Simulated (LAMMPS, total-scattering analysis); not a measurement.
# Worked example: from partials to totals in ZnSe

A simulated model of ZnSe at 300 K, zero pressure, from classical molecular dynamics (LAMMPS) with the Stillinger-Weber II-VI potential (Zhou et al., Phys. Rev. B 88, 085309 (2013)). The average runs over 8.0 ps of 100 atoms, so shells between rare elements are rough. It is rigid on the time of the run, a glass quenched from the melt; how it was made: 100 atoms placed at random at 5.1 g/cm^3, melted at 2600 K for 8 ps, cooled at 200 K/ps. Atom fractions Zn 0.5000, Se 0.5000; masses Zn 65.380, Se 78.971 u; density 5.0323 g/cm³; coherent lengths Zn 5.68, Se 7.97 fm. Faber–Ziman partials at a few Q:

| Q (Å⁻¹) | S Zn–Se | S Se–Se | S Zn–Zn |
| --- | --- | --- | --- |
| 2.00 | -0.930 | 4.028 | 3.720 |
| 2.30 | 0.757 | 0.730 | 0.632 |
| 3.40 | 1.928 | 1.646 | 1.478 |

The pair function g(ZnSe), r in Å, every 0.06 Å up to its first minimum: 2.31 0.14, 2.37 2.07, 2.43 6.01, 2.49 10.13, 2.55 8.38, 2.61 4.75, 2.67 2.58, 2.73 1.36, 2.79 0.88, 2.85 0.41, 2.91 0.32, 2.97 0.21, 3.03 0.15, 3.09 0.25, 3.15 0.19, 3.21 0.27, 3.27 0.15, 3.33 0.13, 3.39 0.14.

**Tasks.** (a) The number density. (b) The neutron weights. (c) The neutron S(Q) at the listed Q. (d) The Bhatia–Thornton terms S_NN and S_CC there. (e) The number of Se around Zn.

(a) The mean mass is 0.5000×65.380 + 0.5000×78.971 = 72.175 u, so ρ₀ = 5.0323/(72.175 × 1.66054) = 0.04199 Å⁻³.

(b) ⟨b⟩ = 0.5000×5.68 + 0.5000×7.97 = 6.825 fm. The weight of a pair is ci cj bi bj (2 − δij)/⟨b⟩²: Zn–Se 0.486, Se–Se 0.341, Zn–Zn 0.173; they sum to 1.000.

(c) S = 1 + Σ w (Sij − 1). At 2.00 Å⁻¹: 1 − 0.938 + 1.032 + 0.471 = 1.565; Se–Se pushes up most; Zn–Se pulls down most. At 2.30 Å⁻¹: 1 − 0.118 − 0.092 − 0.064 = 0.726; Zn–Se pulls down most. At 3.40 Å⁻¹: 1 + 0.451 + 0.220 + 0.083 = 1.754; Zn–Se pushes up most.

(d) S_NN = c₁²S₁₁ + c₂²S₂₂ + 2c₁c₂S₁₂ and S_CC = c₁c₂[1 + c₁c₂(S₁₁ + S₂₂ − 2S₁₂)], with 1 = Zn: 2.00 Å⁻¹: S_NN = 1.47, S_CC/(c₁c₂) = 3.40; 2.30 Å⁻¹: S_NN = 0.72, S_CC/(c₁c₂) = 0.96; 3.40 Å⁻¹: S_NN = 1.74, S_CC/(c₁c₂) = 0.82. A random mixture has S_CC/(c₁c₂) = 1; a value well above it means concentration waves of period 2π/Q: alternation near the main peak or below it, clustering toward Q = 0.

(e) n = 4πρ₀ c(Se) Σ r² g Δr. The sum Σ r² g over the listed points is 254.0 Å², so n = 4π × 0.04199 × 0.5000 × 254.0 × 0.06 = 4.02; counting pairs in the frames up to 3.40 Å gives 3.99; the coarse grid accounts for the difference. By balance, each Se has n c(Zn)/c(Se) = 4.02 Zn.
